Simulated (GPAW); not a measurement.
# Local fields, kernels and plasmons in SiC (P6_3mc)

What do local fields and a kernel do to the response of SiC (P6_3mc)?

Calculated with GPAW 26.7.0; PBE and many-body steps on it, plane waves.

## (1) The starting structure

Symmetry: P6_3mc, No. 186, hexagonal system. Conventional cell: a = 3.076 Å, b = 3.076 Å, c = 10.071 Å, α = 90.00°, β = 90.00°, γ = 120.00°. Si has 4 C at 1.88 to 1.89 Å nearest. Nearest to Si lie 4 C at 1.88 to 1.89 Å. Nearest to C lie 4 Si at 1.88 to 1.89 Å. Nearest to C lie 4 Si at 1.88 to 1.89 Å. Farther neighbours, and contacts between anions beyond the nearest, are not listed.

As a file:

```cif
data_structure
_symmetry_space_group_name_H-M 'P 1'
_symmetry_Int_Tables_number 1
_cell_length_a 3.0757
_cell_length_b 3.0757
_cell_length_c 10.0706
_cell_angle_alpha 90.000
_cell_angle_beta 90.000
_cell_angle_gamma 120.000
_cell_volume 82.50
loop_
_atom_site_label
_atom_site_type_symbol
_atom_site_fract_x
_atom_site_fract_y
_atom_site_fract_z
_atom_site_occupancy
Si1 Si 0.66667 0.33333 0.93784 1
Si2 Si 0.33333 0.66667 0.43784 1
Si3 Si 0.00000 0.00000 0.68789 1
Si4 Si 0.00000 0.00000 0.18789 1
C5 C 0.66667 0.33333 0.74980 1
C6 C 0.33333 0.66667 0.24980 1
C7 C 0.00000 0.00000 0.50046 1
C8 C 0.00000 0.00000 0.00046 1
```

The cell and positions are those that the Materials Project relaxed with its own functionals (PBE, PBE+U or r2SCAN), kept fixed.

## (2) Empty states on the mesh, 9×9×2 mesh, 109 bands

This step: GPAW 26.7.0; DFT, PBE, plane waves, PAW.

The sums over transitions need many empty states on a uniform mesh; this step solves for them.

Contents of run.py:

```python
import json
import numpy as np
from gpaw.mpi import world
from gpaw import GPAW

calc = GPAW('gs.gpw').fixed_density(kpts={'size': (9, 9, 2), 'gamma': True},
    nbands=127,
    convergence={'bands': 109},
    txt='nscf.txt')
calc.write('full.gpw', mode='all')
res = {}
kpts = calc.get_ibz_k_points()
res['kpts'] = kpts
res['eigenvalues'] = [calc.get_eigenvalues(kpt=k) for k in range(len(kpts))]
res['n_electrons'] = calc.get_number_of_electrons()

if world.rank == 0:
    with open('result.json', 'w') as f:
        json.dump(res, f, default=lambda x: x.tolist())
```

On the command line:

```
$ mpirun -n 4 gpaw python run.py
```

Log:

```text
Diagonalizing LCAO Hamiltonian
Converting LCAO to pw mode
convergence criteria:
- Maximum integral of absolute [eigenst]ate change: 4e-08 eV^2 / valence electron
maximum number of iterations: 100

SCF iterations
|iter     |     time |      energy | eigst |  dens |
|iter:   1|  |             | +4.05 |       |
|iter:   2|  |             | +2.89 |       |
|iter:   3|  |             | +1.78 |       |
[...]
|iter:  13|  |             | -6.77 |       |
|iter:  14|  |             | -7.25 |       |
|iter:  15|  |             | -7.66c|       |
SCF steps: 15
  __  _  _
 | _ |_)|_||  |
 |__||  | ||/\| - 26.7.0

Input parameters:
  mode=PW(ecut=600.0),
  convergence={'bands': 109},
  gpts=array([18, 18, 60]),
  kpts=MonkhorstPack(size=(9, 9, 2), gamma=True),
  maxiter=100,
  nbands=127,
  occupations=Occupations(name='fermi-dirac', width=0.001, fixmagmom=False),
  parallel={},
  xc=XC(name='PBE')
# Writing to full.gpw (mode='all')
  [... matrices ...]

timing:  # [seconds]
  Total: 0.091  # ━━━━━━━━━━━━━━━━━━━━━━━━━━━━━━━━━━━━━━━━━━━━━━━━━━━━━━━━━━━
```

It took 77 s on 4 MPI ranks of Arm Neoverse V1, shared host; peak memory 0.97 GiB; 5.1 min of CPU time.

This step gave:

| Quantity | Value |
| --- | --- |
| gap | 2.333 eV |
| k of the valence top | 0, 0, 0 |
| k of the conduction bottom | 0.4444, 0, 0 |
| least direct gap | 3.425 eV |
| k points computed | 24 |
| lowest point of the top converged band, above the valence top | 49.97 eV |

On this mesh the gap is 2.333 eV.

## (3) RPA response

The response function is computed on a frequency grid, with local fields up to the given cutoff.

This step: linear response, RPA, on PBE, plane waves, PAW.

Contents of run.py:

```python
import json
import numpy as np
from gpaw.mpi import world
from gpaw.response.df import DielectricFunction

df = DielectricFunction('full.gpw',
    ecut=50,
    nbands=109,
    eta=0.2,
    frequencies={'type': 'nonlinear', 'domega0': 0.05, 'omega2': 10.0},
    intraband=False,
    txt='df.txt')
res = {'optical': {}, 'eels': []}
for d in 'xz':
    y0, y = df.get_dielectric_function(direction=d, xc='RPA', filename=None)
    res['optical'][d] = [y0.real, y0.imag, y.real, y.imag]
res['w'] = df.get_frequencies()
for q_c in [[0.1111111111, 0, 0], [0.2222222222, 0, 0], [0.4444444444, 0, 0], [0.7777777778, 0, 0], [1.2222222222, 0, 0]]:
    res['eels'].append(df.get_eels_spectrum(q_c=q_c, xc='RPA', filename=None))

if world.rank == 0:
    with open('result.json', 'w') as f:
        json.dump(res, f, default=lambda x: x.tolist())
```

On the command line:

```
$ mpirun -n 4 gpaw python run.py
```

Log:

```text
Using integrator: PointIntegrator
NonLinearFrequencyDescriptor(from 0.000 to 71.529 eV, 362 points)
Nonperiodic BCs:  [False False False]
Using integrator: PointIntegrator
NonLinearFrequencyDescriptor(from 0.000 to 71.529 eV, 362 points)
Nonperiodic BCs:  [False False False]

Calculating chi0 body with:
    Ground state adapter containing:
    Number of spins: 1
    Number of kpoints: 162
    Number of irreducible kpoints: 24
    Number of completely occupied states: 16
    Number of partially occupied states: 16
    Occupied states memory: 4.74609375 M / cpu

    Linear response parametrization:
    q_c: [0.0, 0.0, 0.0]
    Number of frequency points: 362
    Planewave cutoff: 50.0
    Number of bands: 109
    Number of planewaves: 65
    Broadening (eta): 0.2
    comm.size: 4
    kncomm.size: 4
    blockcomm.size: 1

    Memory estimate of potentially large arrays:
        chi0_wGG: 23.337555 M / cpu
Integrating chi0 body.

Symmetries of q_c:
    Direct symmetries (Uq -> q): 6
    Indirect symmetries (TUq -> q): 6
In total 12 allowed symmetries.

  [... matrices ...]
24 groups of equivalent kpoints. 85.185185% reduction.

Integral kind: spectral function

Calculating chi0 optical extensions with:
    Ground state adapter containing:
    Number of spins: 1
    Number of kpoints: 162
    Number of irreducible kpoints: 24
    Number of completely occupied states: 16
    Number of partially occupied states: 16
    Occupied states memory: 4.74609375 M / cpu

    Linear response parametrization:
    Number of frequency points: 362
    Planewave cutoff: 50.0
    Number of bands: 109
    Number of planewaves: 65
    Broadening (eta): 0.2
Integrating chi0 head and wings.

Symmetries of q_c:
    Direct symmetries (Uq -> q): 6
    Indirect symmetries (TUq -> q): 6
In total 12 allowed symmetries.

  [... matrices ...]
24 groups of equivalent kpoints. 85.185185% reduction.

Integral kind: spectral function wings

Calculating chi0 body with:
    Ground state adapter containing:
    Number of spins: 1
    Number of kpoints: 162
    Number of irreducible kpoints: 24
    Number of completely occupied states: 16
    Number of partially occupied states: 16
    Occupied states memory: 4.74609375 M / cpu

    Linear response parametrization:
    q_c: [0.1111111111, 0.0, 0.0]
    Number of frequency points: 362
    Planewave cutoff: 50.0
    Number of bands: 109
    Number of planewaves: 65
    Broadening (eta): 0.2
    comm.size: 4
    kncomm.size: 4
    blockcomm.size: 1

    Memory estimate of potentially large arrays:
        chi0_wGG: 23.337555 M / cpu
Integrating chi0 body.

Symmetries of q_c:
    Direct symmetries (Uq -> q): 2
    Indirect symmetries (TUq -> q): 0
In total 2 allowed symmetries.

  [... matrices ...]
90 groups of equivalent kpoints. 44.444444% reduction.

Integral kind: spectral function

[... 4 further calls ...]
```

Elapsed: 76 s, on 4 MPI ranks; peak memory 1.3 GiB.

Read from the output:

```
ε at zero frequency           : 6.927
the same without local fields : 7.324
```

The static value is 6.93.

The ε₂ has structure finer than the step of the table below, so its rows give means over 2 eV. Peaks (eV: height): xx, no local fields 6.8: 14.9, 8.8: 12.9; xx, local fields 6.8: 13.7, 9.0: 11.6; zz, no local fields 5.4: 11.7, 6.8: 14.5, 7.8: 17.0; zz, local fields 5.4: 10.9, 6.8: 13.1, 7.8: 15.3.

RPA, broadening 0.2 eV. ε₂ against photon energy; means over each step:

```
photon energy (eV)  xx, no local fields  xx, local fields  zz, no local fields  zz, local fields
                 2                0.130             0.119                0.155             0.145
                 4                 1.19              1.10                 2.26              2.15
                 6                 10.9              9.99                 10.1              9.35
                 8                 12.3              11.1                 13.1              11.9
                10                 6.47              6.27                 6.03              5.85
                12                 2.73              2.82                 2.73              2.82
                14                 1.64              1.82                 1.55              1.71
                16                0.831             0.954                0.814             0.954
                18                0.499             0.578                0.501             0.562
                20                0.299             0.341                0.322             0.365
                22                0.215             0.239                0.231             0.266
                24                0.224             0.246                0.199             0.217
                26                0.158             0.152                0.142             0.136
                28                0.146             0.121                0.148             0.117
                30                0.142             0.114                0.143             0.116
                32                0.124             0.117                0.132             0.120
                34                0.104             0.110                0.107             0.117
                36               0.0924             0.104               0.0874             0.105
                38               0.0848            0.1000               0.0880             0.102
```

Optical limit, local fields. The loss function by energy loss; read off at these points:

```
energy loss (eV)       xx       zz
             0.0        0        0
             1.0   9.8e-4  0.00105
             2.0  0.00207  0.00224
             3.0  0.00358  0.00397
             4.0  0.00817   0.0125
             5.0   0.0175   0.0302
             6.0   0.0506   0.0657
             7.0   0.0700   0.0694
             8.0    0.105   0.0754
             9.0   0.0824    0.105
            10.0    0.115    0.116
            11.0    0.166    0.165
            12.0    0.223    0.232
            13.0    0.260    0.235
            14.0    0.256    0.262
            15.0    0.345    0.345
            16.0    0.444    0.456
            17.0    0.553    0.536
            18.0    0.711    0.775
            19.0    0.967     1.06
            20.0     1.63     1.70
            21.0     2.88     2.76
            22.0     4.39     3.89
            22.2     4.12     3.97
            23.0     3.20     3.74
            24.0     2.60     2.94
            25.0     2.71     2.56
            26.0     1.49     1.32
            27.0    0.876    0.783
            28.0    0.611    0.584
            29.0    0.514    0.502
            30.0    0.411    0.416
            31.0    0.384    0.349
            32.0    0.331    0.341
            33.0    0.310    0.342
            34.0    0.276    0.302
            35.0    0.249    0.269
            36.0    0.228    0.254
            37.0    0.223    0.207
            38.0    0.208    0.213
            39.0    0.197    0.203
```

RPA, local fields; q along the first reciprocal vector. -Im 1/eps(q) against energy loss; read off at these points:

| energy loss (eV) | q = 0.262 1/A | q = 0.524 1/A | q = 1.048 1/A | q = 1.835 1/A | q = 2.883 1/A |
| --- | --- | --- | --- | --- | --- |
| 0.00 | 0 | 0 | 0 | 0 | 0 |
| 2.50 | 0.00258 | 0.00258 | 0.00278 | 0.00183 | 0.00120 |
| 5.00 | 0.0203 | 0.0237 | 0.0320 | 0.0211 | 0.0147 |
| 7.50 | 0.0666 | 0.0588 | 0.0626 | 0.0788 | 0.0533 |
| 10.00 | 0.138 | 0.115 | 0.114 | 0.132 | 0.0980 |
| 12.50 | 0.190 | 0.202 | 0.183 | 0.195 | 0.116 |
| 15.00 | 0.362 | 0.281 | 0.242 | 0.245 | 0.130 |
| 17.50 | 0.608 | 0.562 | 0.455 | 0.299 | 0.158 |
| 20.00 | 1.53 | 1.34 | 0.949 | 0.401 | 0.183 |
| 22.00 | 3.79 | 2.80 | 1.21 | 0.579 | 0.202 |
| 22.50 | 3.37 | 2.70 | 1.30 | 0.543 | 0.225 |
| 24.40 | 2.79 | 3.07 | 1.48 | 0.547 | 0.243 |
| 25.00 | 2.73 | 2.84 | 1.51 | 0.555 | 0.243 |
| 26.60 | 1.22 | 1.41 | 1.92 | 0.597 | 0.229 |
| 27.50 | 0.846 | 1.10 | 1.76 | 0.614 | 0.237 |
| 30.00 | 0.472 | 0.588 | 1.12 | 0.792 | 0.268 |
| 32.50 | 0.360 | 0.416 | 0.757 | 0.789 | 0.270 |
| 35.00 | 0.295 | 0.351 | 0.580 | 0.864 | 0.320 |
| 36.40 | 0.260 | 0.322 | 0.501 | 0.918 | 0.340 |
| 37.50 | 0.240 | 0.276 | 0.412 | 0.817 | 0.328 |

## (4) ALDA response

This step: linear response, ALDA, on PBE, plane waves, PAW.

Contents of run.py:

```python
import json
import numpy as np
from gpaw.mpi import world
from gpaw.response.df import DielectricFunction

df = DielectricFunction('full.gpw',
    ecut=50,
    nbands=109,
    eta=0.2,
    frequencies={'type': 'nonlinear', 'domega0': 0.05, 'omega2': 10.0},
    intraband=False,
    txt='df.txt')
res = {'optical': {}, 'eels': []}
for d in 'xz':
    y0, y = df.get_dielectric_function(direction=d, xc='ALDA', filename=None)
    res['optical'][d] = [y0.real, y0.imag, y.real, y.imag]
res['w'] = df.get_frequencies()
for q_c in [[0.4444444444, 0, 0]]:
    res['eels'].append(df.get_eels_spectrum(q_c=q_c, xc='ALDA', filename=None))

if world.rank == 0:
    with open('result.json', 'w') as f:
        json.dump(res, f, default=lambda x: x.tolist())
```

On the command line:

```
$ mpirun -n 4 gpaw python run.py
```

Log:

```text
Using integrator: PointIntegrator
NonLinearFrequencyDescriptor(from 0.000 to 71.529 eV, 362 points)
Nonperiodic BCs:  [False False False]
Using integrator: PointIntegrator
NonLinearFrequencyDescriptor(from 0.000 to 71.529 eV, 362 points)
Nonperiodic BCs:  [False False False]

Calculating chi0 body with:
    Ground state adapter containing:
    Number of spins: 1
    Number of kpoints: 162
    Number of irreducible kpoints: 24
    Number of completely occupied states: 16
    Number of partially occupied states: 16
    Occupied states memory: 4.74609375 M / cpu

    Linear response parametrization:
    q_c: [0.0, 0.0, 0.0]
    Number of frequency points: 362
    Planewave cutoff: 50.0
    Number of bands: 109
    Number of planewaves: 65
    Broadening (eta): 0.2
    comm.size: 4
    kncomm.size: 4
    blockcomm.size: 1

    Memory estimate of potentially large arrays:
        chi0_wGG: 23.337555 M / cpu
Integrating chi0 body.

Symmetries of q_c:
    Direct symmetries (Uq -> q): 6
    Indirect symmetries (TUq -> q): 6
In total 12 allowed symmetries.

  [... matrices ...]
24 groups of equivalent kpoints. 85.185185% reduction.

Integral kind: spectral function

Calculating chi0 optical extensions with:
    Ground state adapter containing:
    Number of spins: 1
    Number of kpoints: 162
    Number of irreducible kpoints: 24
    Number of completely occupied states: 16
    Number of partially occupied states: 16
    Occupied states memory: 4.74609375 M / cpu

    Linear response parametrization:
    Number of frequency points: 362
    Planewave cutoff: 50.0
    Number of bands: 109
    Number of planewaves: 65
    Broadening (eta): 0.2
Integrating chi0 head and wings.

Symmetries of q_c:
    Direct symmetries (Uq -> q): 6
    Indirect symmetries (TUq -> q): 6
[...]
In total: 0.999956 of the surface norm square could be covered on average

    RSHE of atom 2
      (l,m)   max weight  avg weight  included
[...]
[... further lines of this kind ...]
      In total: 0.999954 of the surface norm square is covered on average
      In total: 0.999954 of the surface norm square could be covered on average

[...]
(4,-2)  0.00000000  0.00000000  yes
      (4,-1)  0.00000025  0.00000001  yes
[...]
[... further lines of this kind ...]
[...]
Calculating ALDA kernel
Calculating f(G)
    Calculating PAW corrections

[...]
[... matrices ...]

Calculating chi0 body with:
    Ground state adapter containing:
    Number of spins: 1
    Number of kpoints: 162
    Number of irreducible kpoints: 24
    Number of completely occupied states: 16
    Number of partially occupied states: 16
    Occupied states memory: 4.74609375 M / cpu

    Linear response parametrization:
    q_c: [0.4444444444, 0.0, 0.0]
    Number of frequency points: 362
    Planewave cutoff: 50.0
    Number of bands: 109
    Number of planewaves: 67
    Broadening (eta): 0.2
    comm.size: 4
    kncomm.size: 4
    blockcomm.size: 1

    Memory estimate of potentially large arrays:
        chi0_wGG: 24.795807 M / cpu
Integrating chi0 body.

Symmetries of q_c:
    Direct symmetries (Uq -> q): 2
    Indirect symmetries (TUq -> q): 0
In total 2 allowed symmetries.

  [... matrices ...]
90 groups of equivalent kpoints. 44.444444% reduction.

Integral kind: spectral function

Calculating ALDA kernel
Calculating f(G)
    Calculating PAW corrections

[...]
RSHE of atom 6
      (l,m)   max weight  avg weight  included
      In total: 1.000000 of the surface norm square is covered on average
      In total: 1.000000 of the surface norm square could be covered on average

    RSHE of atom 7
      (l,m)   max weight  avg weight  included
      In total: 1.000000 of the surface norm square is covered on average
      In total: 1.000000 of the surface norm square could be covered on average
```

The job ended after 29 s (4 MPI ranks; peak memory 1.3 GiB; 1.9 min of CPU time).

This step gave:

| Quantity | Value |
| --- | --- |
| ε at zero frequency | 7.040 |
| the same without local fields | 7.324 |

The static value is 7.04.

The ε₂ has structure finer than the step of the table below, so its rows give means over 2 eV. Peaks (eV: height): xx, no local fields 6.8: 14.9, 8.8: 12.9; xx, local fields 6.8: 13.9, 8.8: 11.8; zz, no local fields 5.4: 11.7, 6.8: 14.5, 7.8: 17.0; zz, local fields 5.4: 11.2, 6.8: 13.5, 7.8: 15.6.

ALDA, broadening 0.2 eV. ε₂ against photon energy; means over each step:

| photon energy (eV) | xx, no local fields | xx, local fields | zz, no local fields | zz, local fields |
| --- | --- | --- | --- | --- |
| 2 | 0.130 | 0.123 | 0.155 | 0.149 |
| 4 | 1.19 | 1.14 | 2.26 | 2.21 |
| 6 | 10.9 | 10.3 | 10.1 | 9.58 |
| 8 | 12.3 | 11.3 | 13.1 | 12.1 |
| 10 | 6.47 | 6.36 | 6.03 | 5.92 |
| 12 | 2.73 | 2.82 | 2.73 | 2.82 |
| 14 | 1.64 | 1.79 | 1.55 | 1.68 |
| 16 | 0.831 | 0.930 | 0.814 | 0.925 |
| 18 | 0.499 | 0.559 | 0.501 | 0.549 |
| 20 | 0.299 | 0.331 | 0.322 | 0.355 |
| 22 | 0.215 | 0.233 | 0.231 | 0.257 |
| 24 | 0.224 | 0.236 | 0.199 | 0.207 |
| 26 | 0.158 | 0.151 | 0.142 | 0.134 |
| 28 | 0.146 | 0.126 | 0.148 | 0.123 |
| 30 | 0.142 | 0.123 | 0.143 | 0.126 |
| 32 | 0.124 | 0.123 | 0.132 | 0.129 |
| 34 | 0.104 | 0.114 | 0.107 | 0.120 |
| 36 | 0.0924 | 0.104 | 0.0874 | 0.103 |
| 38 | 0.0848 | 0.0984 | 0.0880 | 0.0996 |

[end of part 1 of 2]

[Long decimals in the printed logs are rounded to 6 places.]

[Logs are printed without paths, hosts, clocks, repeated set-up lines and the standing remarks that a program may print on its own settings, such as how far it seeks lower states.]

[Paths, hosts, dates, memory and timing lines, banners, echoed tables and standing remarks are left out of the program output; an Ansatz launch command may be rebuilt from the run's recorded settings. Measured values are a selection of at most five: reports struck by readers or far from the other reports are left out. None is set beside runs whose start may be inverted or whose files or cutoffs have a known fault.]

[Runs of the session that timed out or met a known fault of the program may be left out.]

[Hosts, paths, dates, database ids (printed as entryN), source tags and the programs' standing remarks are cut or masked in the printed files.]

[Where the starting crystal was built by hand or by swapping elements, it need not be the compound's stable phase.]
